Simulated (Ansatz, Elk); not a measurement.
**NaCu2Ni2Sb2: X-ray structure factors from the self-consistent density**

The structure of NaCu2Ni2Sb2 used here is made up (a known structure type with other elements) and was relaxed beforehand with PBE. The aim is the Fourier transform of its all-electron density, F(hkl), set beside the sum over free spherical atoms that refinements use.

Main program and level: Elk 11.2.3 (patched build); DFT, PBE, all-electron APW+lo, Dirac cores, scalar-relativistic bands, static density, no spin.

The structure was built from a prototype and need not be the compound's stable phase.

## Step 1: Set-up

It takes space group R-3m (No. 166, trigonal). The conventional cell has a = 4.127 Å, b = 4.127 Å, c = 26.522 Å, α = 90.00°, β = 90.00°, γ = 120.00°. Nearest to Sb lie 3 Ni at 2.56 Å and 4 Cu at 2.65 to 2.93 Å and 3 Na at 3.27 Å. Nearest to Cu lie 3 Ni at 2.51 Å and 3 Cu at 2.57 Å and 1 Sb at 2.65 Å. Nearest to Ni lie 1 Ni at 2.51 Å and 3 Cu at 2.51 Å and 3 Sb at 2.56 Å. Na has 6 Sb at 3.27 Å nearest. Farther neighbours are not listed.

Coordinates:

```cif
data_structure
_symmetry_space_group_name_H-M 'R-3m:H'
_symmetry_Int_Tables_number 166
_cell_length_a 4.1275
_cell_length_b 4.1275
_cell_length_c 26.5224
_cell_angle_alpha 90.000
_cell_angle_beta 90.000
_cell_angle_gamma 120.000
_cell_volume 391.31
loop_
_atom_site_label
_atom_site_type_symbol
_atom_site_symmetry_multiplicity
_atom_site_Wyckoff_symbol
_atom_site_fract_x
_atom_site_fract_y
_atom_site_fract_z
_atom_site_occupancy
Sb1 Sb 6 c 0.33333 0.66667 0.91542 1
Cu1 Cu 6 c 0.33333 0.66667 0.81534 1
Ni1 Ni 6 c 0.66667 0.33333 0.78611 1
Na1 Na 3 a 0.00000 0.00000 0.00000 1
```

## Step 2: Ground state and structure factors

An all-electron density is needed, since X-rays see the cores too. Task 0 finds the density and task 195 Fourier-transforms it; tshift is off so that phases refer to the origin typed.

Input file elk.in:

```
tasks
  0
  195

xctype
  20

spinpol
  .false.

rgkmax
  7.0

gmaxvr
  14.0

lmaxo
  7

lmaxapw
  8

swidth
  0.002

tshift
  .false.

ramdisk
  .false.

hmaxvr
  5.5

maxscl
  120

epspot
  1e-06

sppath
  './'

avec
  3.89992059938 2.25162020821 16.70669460986
  -3.89992059938 2.25162020821 16.70669460986
  0.00000000000 -4.50324041541 16.70669460999

atoms
  4
  'Sb.in'
  2
  0.2487499313 0.2487499313 0.2487499313   0.000000 0.000000 0.000000
  0.7512500687 0.7512500687 0.7512500687   0.000000 0.000000 0.000000
  'Cu.in'
  2
  0.1486754379 0.1486754379 0.1486754379   0.000000 0.000000 0.000000
  0.8513245621 0.8513245621 0.8513245621   0.000000 0.000000 0.000000
  'Ni.in'
  2
  0.4527724612 0.4527724612 0.4527724612   0.000000 0.000000 0.000000
  0.5472275388 0.5472275388 0.5472275388   0.000000 0.000000 0.000000
  'Na.in'
  1
  -0.0000000000 -0.0000000000 -0.0000000000   0.000000 0.000000 0.000000

ngridk
  6 6 6
```

On the command line:

```
> OMP_NUM_THREADS=4 elk
```

Numbers of over 12 decimals in the logs are rounded to 6 here.

Output:

```text
┌─────────────────────────┐
│ Elk code version 11.2.3 │
└─────────────────────────┘

All units are atomic (Hartree, Bohr, etc.)

┌─────────────────────────────────────────────────┐
│ Ground-state run starting from atomic densities │
└─────────────────────────────────────────────────┘

Lattice vectors :
   3.899920599       2.251620208       16.70669461
  -3.899920599       2.251620208       16.70669461
   0.000000000      -4.503240415       16.70669461

Reciprocal lattice vectors :
  0.8055529782      0.4650862288      0.1253626257
 -0.8055529782      0.4650862288      0.1253626257
 -0.9283208392E-17 -0.9301724576      0.1253626257

Unit cell volume      :    880.2229489
Brillouin zone volume :   0.2818038473

Muffin-tin inner radius fraction :   0.1000000000E-01

Nuclei treated as point charges

Species : 1 (Sb)
 parameters loaded from : Sb.in
 name : antimony
 nuclear charge    :   -51.00000000
 electronic charge :    51.00000000
 atomic mass :    221954.9021
 muffin-tin radius :    2.485717620
 number of radial points in muffin-tin :   1193
 inner part over the whole radius :   0.9881270111E-02
 number on inner part of muffin-tin    :    849
 approximate nuclear radius :   0.8886795689E-04
 number of mesh points to nuclear radius :    430
 atomic positions (lattice), magnetic fields (Cartesian) :
  1 :   0.24874993  0.24874993  0.24874993    0.00000000  0.00000000  0.00000000
  2 :  -0.24874993 -0.24874993 -0.24874993    0.00000000  0.00000000  0.00000000

Species : 2 (Cu)
 parameters loaded from : Cu.in
 name : copper
 nuclear charge    :   -29.00000000
 electronic charge :    29.00000000
 atomic mass :    115837.2717
 muffin-tin radius :    2.395469807
 number of radial points in muffin-tin :    993
 inner part over the whole radius :   0.9898588331E-02
 number on inner part of muffin-tin    :    701
 approximate nuclear radius :   0.7406004541E-04
 number of mesh points to nuclear radius :    336
 atomic positions (lattice), magnetic fields (Cartesian) :
  1 :   0.14867544  0.14867544  0.14867544    0.00000000  0.00000000  0.00000000
  2 :  -0.14867544 -0.14867544 -0.14867544    0.00000000  0.00000000  0.00000000

Species : 3 (Ni)
 parameters loaded from : Ni.in
 name : nickel
 nuclear charge    :   -28.00000000
 electronic charge :    28.00000000
 atomic mass :    106991.5231
 muffin-tin radius :    2.290177502
 number of radial points in muffin-tin :    993
 inner part over the whole radius :   0.9924876690E-02
 number on inner part of muffin-tin    :    700
 approximate nuclear radius :   0.7325707712E-04
 number of mesh points to nuclear radius :    336
 atomic positions (lattice), magnetic fields (Cartesian) :
  1 :   0.45277246  0.45277246  0.45277246    0.00000000  0.00000000  0.00000000
  2 :  -0.45277246 -0.45277246 -0.45277246    0.00000000  0.00000000  0.00000000

Species : 4 (Na)
 parameters loaded from : Na.in
 name : sodium
 nuclear charge    :   -11.00000000
 electronic charge :    11.00000000
 atomic mass :    41907.78703
 muffin-tin radius :    2.200000000
 number of radial points in muffin-tin :    793
 inner part over the whole radius :   0.9883648912E-02
 number on inner part of muffin-tin    :    551
 approximate nuclear radius :   0.5574345702E-04
 number of mesh points to nuclear radius :    238
 atomic positions (lattice), magnetic fields (Cartesian) :
  1 :   0.00000000  0.00000000  0.00000000    0.00000000  0.00000000  0.00000000

Total number of atoms per unit cell :    7
Total muffin-tin volume :    389.0580179
 ratio of muffin-tin to unit cell volume :   0.4419994029

Spin treatment :
 spin-unpolarised

Number of Bravais lattice symmetries :   12
Number of crystal symmetries         :   12
Crystal has inversion symmetry
Real symmetric eigensolver will be used

k-point grid :      6     6     6
k-point offset :    0.000000000       0.000000000       0.000000000
k-point set is reduced with full crystal symmetry group
Total number of k-points :       32

[...]
(states/Hartree/unit cell)

Estimated indirect band gap :   0.4047285628E-02
 from k-point 18 to k-point 24
Estimated direct band gap   :   0.1216753393E-01
 at k-point 28

Charges :
 core                        :    122.0000000
 valence                     :    105.0000000
 interstitial                :    8.992922446
 muffin-tins (core leakage)
  species : 1 (Sb)
[...]
species : 2 (Cu)
[...]
species : 3 (Ni)
[...]
species : 4 (Na)
[...]
total in muffin-tins        :    218.0070776
 total calculated charge     :    226.9958585
 total charge                :    227.0000000
 error                       :   0.4141535045E-02

RMS change in Kohn-Sham potential (target) :   0.8016680270     (  0.1000000000E-05)
Absolute change in total energy (target)   :    2.618421056     (  0.1000000000E-03)

[... loops 3 to 19 left out ...]

┌──────────────────┐
│ Loop number : 20 │
└──────────────────┘

Energies :
 Fermi                       :     0.209511
 sum of occupied eigenvalues :     -11585.912619029
 electron kinetic            :      20302.546172156
 core electron kinetic       :      19271.801978201
 Coulomb                     :     -39165.513040469
 Coulomb potential           :     -31082.986610380
 nuclear-nuclear             :     -1751.7090571338
 electron-nuclear            :     -43801.158714810
 Hartree                     :      6387.3547314753
 Madelung                    :     -23624.019735279
 xc potential                :     -805.47218080433
 exchange                    :     -607.07081532693
 correlation                 :     -11.402330406444
 electron entropic           :    -0.17769169525370E-02
 total energy                :     -19481.441790963

Density of states at Fermi energy :    142.5598512
 (states/Hartree/unit cell)

Estimated indirect band gap :   0.8294914022E-03
 from k-point 22 to k-point 8
Estimated direct band gap   :   0.7781087477E-02
 at k-point 5

Charges :
 core                        :    122.0000000
 valence                     :    105.0000000
 interstitial                :    8.726730052
 muffin-tins (core leakage)
  species : 1 (Sb)
[...]
species : 2 (Cu)
[...]
species : 3 (Ni)
[...]
species : 4 (Na)
[...]
total in muffin-tins        :    218.2732699
 total calculated charge     :    226.9959962
 total charge                :    227.0000000
 error                       :   0.4003830644E-02

RMS change in Kohn-Sham potential (target) :   0.4707732763E-06 (  0.1000000000E-05)
Absolute change in total energy (target)   :   0.6345578004E-04 (  0.1000000000E-03)

Convergence targets achieved

┌──────────────────┐
│ Loop number : 21 │
└──────────────────┘

Energies :
 Fermi                       :     0.209511
 sum of occupied eigenvalues :     -11585.912596681
 electron kinetic            :      20302.546189818
 core electron kinetic       :      19271.801984529
 Coulomb                     :     -39165.513042397
 Coulomb potential           :     -31082.986569054
 nuclear-nuclear             :     -1751.7090571338
 electron-nuclear            :     -43801.158759950
 Hartree                     :      6387.3547746860
 Madelung                    :     -23624.019757871
 xc potential                :     -805.47221744546
 exchange                    :     -607.07081580943
 correlation                 :     -11.402330433697
 electron entropic           :    -0.17769167565070E-02
 total energy                :     -19481.441775740

Density of states at Fermi energy :    142.5598464
 (states/Hartree/unit cell)

Estimated indirect band gap :   0.8294930235E-03
 from k-point 22 to k-point 8
Estimated direct band gap   :   0.7781079693E-02
 at k-point 5

Charges :
 core                        :    122.0000000
 valence                     :    105.0000000
 interstitial                :    8.726729264
 muffin-tins (core leakage)
  species : 1 (Sb)
[...]
species : 2 (Cu)
[...]
species : 3 (Ni)
   atom 1                    :    27.10004678     (  0.5071313002E-03)
   atom 2                    :    27.10004678     (  0.5071313002E-03)
  species : 4 (Na)
   atom 1                    :    10.02612328     ( -0.9715866156E-07)
 total in muffin-tins        :    218.2732707
 total calculated charge     :    226.9959962
 total charge                :    227.0000000
 error                       :   0.4003830743E-02

┌──────────────────────────────┐
│ Self-consistent loop stopped │
└──────────────────────────────┘

Warning : core states of species 1 leak from the muffin-tin :   0.1434973240E-02

Warning : core states of species 2 leak from the muffin-tin :   0.1629010531E-03

Warning : core states of species 3 leak from the muffin-tin :   0.5071313002E-03

Wrote STATE.OUT
```

Wall time 95 s (4 threads of Arm Neoverse V2, shared host); peak memory 0.41 GiB; 4.6 min of CPU time.

SFACRHO.OUT:

```text

h k l indices transformed by vhmat matrix:
   1.000000000       0.000000000       0.000000000    
   0.000000000       1.000000000       0.000000000    
   0.000000000       0.000000000       1.000000000    

      h      k      l  multipl.   |H|            Re(F)            Im(F)           |F|

      0      0      0      1   0.0000000       227.00000     -0.72269869E-16   227.00000    
     -1     -1     -1      2  0.37608788      -79.694679     -0.39686147E-13   79.694679    
      2      2      2      2  0.75217575      -52.692232     -0.91593208E-14   52.692232    
      0      1      0      6  0.93858222      -6.8551840      0.84253196E-14   6.8551840    
      0      1      1      6  0.96337114      -54.241022     -0.35079738E-13   54.241022    
     -2     -1     -1      6   1.0567277       72.539201      0.92045161E-14   72.539201    
     -2     -1     -2      6   1.1216575       5.9407434     -0.60735453E-14   5.9407434    
      3      3      3      2   1.1282636       30.699873     -0.71765981E-13   30.699873    
     -3     -2     -2      6   1.2787863       71.325439      0.61116975E-13   71.325439    
     -3     -2     -3      6   1.3678564       74.620167     -0.48831715E-13   74.620167    
      4      4      4      2   1.5043515       57.035642      0.12826420E-12   57.035642    
     -4     -3     -3      6   1.5610252      -154.49938     -0.11219810E-12   154.49938    
     -1      1      0      6   1.6111060       169.10661      0.36504355E-14   169.10661    
      2      0      1     12   1.6544197      -60.124737      0.30522763E-13   60.124737    
     -3     -4     -4      6   1.6633794       13.271558      0.71744267E-13   13.271558    
     -2     -1     -3     12   1.7780413      -42.677881      0.29721000E-16   42.677881    
     -1      1     -1      6   1.8645640      -4.9577550     -0.14479253E-13   4.9577550    
      4      4      5      6   1.8764831       80.322020     -0.13436279E-12   80.322020
```

Elk indexes on the primitive cell of elk.in and gives |H| = 4π sin θ/λ in inverse bohr. Below, one row stands for each form hkl of the conventional cell (m members, Friedel mates merged), F is for one primitive cell and the density is static (no thermal factor). Free-atom factors are Waasmaier and Kirfel's, and R is Σm||F|−|F'||/Σm|F|.

```tsv
hkl	m	sin θ/λ (Å⁻¹)	abs F, DFT	neutral atoms	diff.
003	2	0.057	79.695	79.487	+0.207
006	2	0.113	52.692	52.232	+0.460
101	6	0.141	6.855	6.089	+0.766
012	6	0.145	54.241	54.594	-0.353
104	6	0.159	72.539	72.067	+0.473
015	6	0.169	5.941	6.031	-0.090
009	2	0.170	30.700	30.317	+0.383
107	6	0.192	71.325	71.739	-0.414
018	6	0.206	74.620	75.090	-0.469
0 0 12	2	0.226	57.036	57.297	-0.262
1 0 10	6	0.235	154.499	155.385	-0.886
110	6	0.242	169.107	170.076	-0.969
113	12	0.249	60.125	60.887	-0.762
0 1 11	6	0.250	13.272	12.928	+0.343
116	12	0.267	42.678	42.313	+0.365
021	6	0.280	4.958	4.805	+0.153
1 0 13	6	0.282	80.322	81.111	-0.789
202	6	0.282	45.572	45.630	-0.058
0 0 15	2	0.283	13.472	13.657	-0.185
024	6	0.290	60.016	59.706	+0.310
205	6	0.295	4.673	4.808	-0.134
119	12	0.296	24.495	24.512	-0.016
```

## Step 3: The highest occupied states alone

An energy window below the Fermi level keeps the highest occupied states, to see at which angles they scatter; shallow core shells can lie inside it and anion s states outside. No new self-consistency is needed.

Changes to elk.in since step 2:

```diff
@@ -1,3 +1,2 @@
 tasks
-  0
   195
@@ -40,2 +39,5 @@
 
+wsfac
+  -0.157980 0.509510
+
 sppath
```

On the command line:

```
> OMP_NUM_THREADS=4 elk
```

Output:

```text
┌─────────────────────────────────┐
│ Elk code version 11.2.3 started │
└─────────────────────────────────┘

Info(readinput): the functional depends on the density's gradient
 muffin-tin radial points multiplied by    2.00000
 (not where nrmtscf is given)

┌────────────────────┐
│ Current task : 195 │
└────────────────────┘
Info(checkmt): changed muffin-tin radius of species 1 (Sb) from   2.6000 to   2.4857
Info(checkmt): changed muffin-tin radius of species 2 (Cu) from   2.4000 to   2.3955
Info(checkmt): changed muffin-tin radius of species 3 (Ni) from   2.4000 to   2.2902

Info(sfacrho): density structure factors written to SFACRHO.OUT

 Energy window :  -0.1579800000      0.5095100000

┌──────────────────┐
│ Elk code stopped │
└──────────────────┘
```

Elapsed: 21 s, on 4 threads; peak memory 0.28 GiB.

States within 10 eV below the Fermi level hold 51.39 electrons; any levels below the window count with the cores, and a count that is not whole means the window cuts a band. Their amplitudes can exceed the total, where window and core parts have opposite phase:

```tsv
hkl	sin θ/λ (Å⁻¹)	abs F, window	abs F, all
003	0.057	30.820	79.695
006	0.113	6.659	52.692
101	0.141	4.341	6.855
012	0.145	4.760	54.241
104	0.159	5.911	72.539
015	0.169	1.916	5.941
009	0.170	3.591	30.700
107	0.192	19.374	71.325
018	0.206	2.947	74.620
0 0 12	0.226	6.915	57.036
```

## Step 4: Another functional

The difference from free atoms is small, so it is set against the change that LDA (Perdew-Wang) makes.

Changes to elk.in since step 3:

```diff
@@ -1,2 +1,3 @@
 tasks
+  0
   195
@@ -4,3 +5,3 @@
 xctype
-  20
+  3
 
@@ -39,5 +40,2 @@
 
-wsfac
-  -0.157980 0.509510
-
 sppath
```

On the command line:

```
> OMP_NUM_THREADS=4 elk
```

Output:

```text
┌─────────────────────────┐
│ Elk code version 11.2.3 │
└─────────────────────────┘

All units are atomic (Hartree, Bohr, etc.)

┌─────────────────────────────────────────────────┐
│ Ground-state run starting from atomic densities │
└─────────────────────────────────────────────────┘

Lattice vectors :
   3.899920599       2.251620208       16.70669461
  -3.899920599       2.251620208       16.70669461
   0.000000000      -4.503240415       16.70669461

Reciprocal lattice vectors :
  0.8055529782      0.4650862288      0.1253626257
[...]
species : 4 (Na)
   atom 1                    :    10.02727843     ( -0.1555072445E-05)
 total in muffin-tins        :    218.3594354
 total calculated charge     :    226.9959097
 total charge                :    227.0000000
 error                       :   0.4090342775E-02

┌──────────────────────────────┐
│ Self-consistent loop stopped │
└──────────────────────────────┘

Warning : core states of species 1 leak from the muffin-tin :   0.1463045379E-02

Warning : core states of species 2 leak from the muffin-tin :   0.1674508218E-03

Warning : core states of species 3 leak from the muffin-tin :   0.5293991787E-03

Wrote STATE.OUT
[key lines of the parts left out:]
total energy                :     -19459.816128723
```

Run time: 61 s. Hardware: 4 threads; peak memory 0.33 GiB.

Against the first run R = 0.04 %; the largest change is -0.095 at 0 1 20.

## Step 5: A coarser k-mesh

About half the k-points along each axis test the sampling.

Changes to elk.in since step 4:

```diff
@@ -5,3 +5,3 @@
 xctype
-  3
+  20
 
@@ -67,2 +67,2 @@
 ngridk
-  6 6 6
+  3 3 3
```

On the command line:

```
> OMP_NUM_THREADS=4 elk
```

Output:

```text
┌─────────────────────────┐
│ Elk code version 11.2.3 │
└─────────────────────────┘

All units are atomic (Hartree, Bohr, etc.)

┌─────────────────────────────────────────────────┐
│ Ground-state run starting from atomic densities │
└─────────────────────────────────────────────────┘

Lattice vectors :
   3.899920599       2.251620208       16.70669461
  -3.899920599       2.251620208       16.70669461
   0.000000000      -4.503240415       16.70669461

Reciprocal lattice vectors :
  0.8055529782      0.4650862288      0.1253626257
[...]
species : 4 (Na)
   atom 1                    :    10.02599744     ( -0.9715865579E-07)
 total in muffin-tins        :    218.2750565
 total calculated charge     :    226.9960378
 total charge                :    227.0000000
 error                       :   0.3962206558E-02

┌──────────────────────────────┐
│ Self-consistent loop stopped │
└──────────────────────────────┘

Warning : core states of species 1 leak from the muffin-tin :   0.1435082509E-02

Warning : core states of species 2 leak from the muffin-tin :   0.1629479936E-03

Warning : core states of species 3 leak from the muffin-tin :   0.5077367118E-03

Wrote STATE.OUT
[key lines of the parts left out:]
total energy                :     -19481.438068294
```

Elapsed: 49 s, on 4 threads; peak memory 0.41 GiB.

Against the first run R = 0.04 %; the largest change is -0.042 at 410.

## Step 6: Settings against the effect

```tsv
run	R against the first run (%)	R against neutral atoms, low angle (%)	wall time
PBE, rgkmax 7	0.00	0.77	95 s
LDA (Perdew-Wang)	0.04	0.78	61 s
k-mesh 3×3×3	0.04	0.77	49 s
```

## Step 7: Results

| Property | Result |
| --- | --- |
| R against neutral atoms, sin θ/λ < 0.3 Å⁻¹ | 0.77 % |
| R against neutral atoms, 0.3 to 0.65 Å⁻¹ | 0.19 % |

What this shows: Independent neutral atoms miss the calculated amplitudes by R = 0.77 % below 0.3 Å⁻¹ and 0.19 % from there to 0.65 Å⁻¹; by shells, 1.28 % below 0.15 Å⁻¹ (4 forms), 0.72 % 0.15 to 0.3 (19 forms), 0.21 % 0.3 to 0.45 (32 forms), 0.18 % above 0.45 (94 forms). Bonding, aspherical density and the tables' own atoms all enter these figures, and the runs don't part them. The largest change of an amplitude is -0.97 electrons, at 110. The window's part falls from 51.4 electrons at the origin to at most 8.28 between 0.45 and 0.65 Å⁻¹, where compact states inside the window still scatter. Below 0.3 Å⁻¹ the changes that finished (LDA (Perdew-Wang) and k-mesh 3×3×3) move F by R = 0.03 % at most, against the 0.77 % that separates it from free atoms. The basis has no finished test. These runs have no spin, though d or f shells may be open. Part of the difference isn't bonding: the tables are fits to free atoms and ions calculated by other methods than this functional. Thermal motion, anomalous dispersion and extinction are left out.

[Logs are printed without paths, hosts, clocks, repeated set-up lines and the standing remarks that a program may print on its own settings, such as how far it seeks lower states.]

[Hosts, paths, dates, database ids (printed as entryN), source tags and the programs' standing remarks are cut or masked in the printed files.]
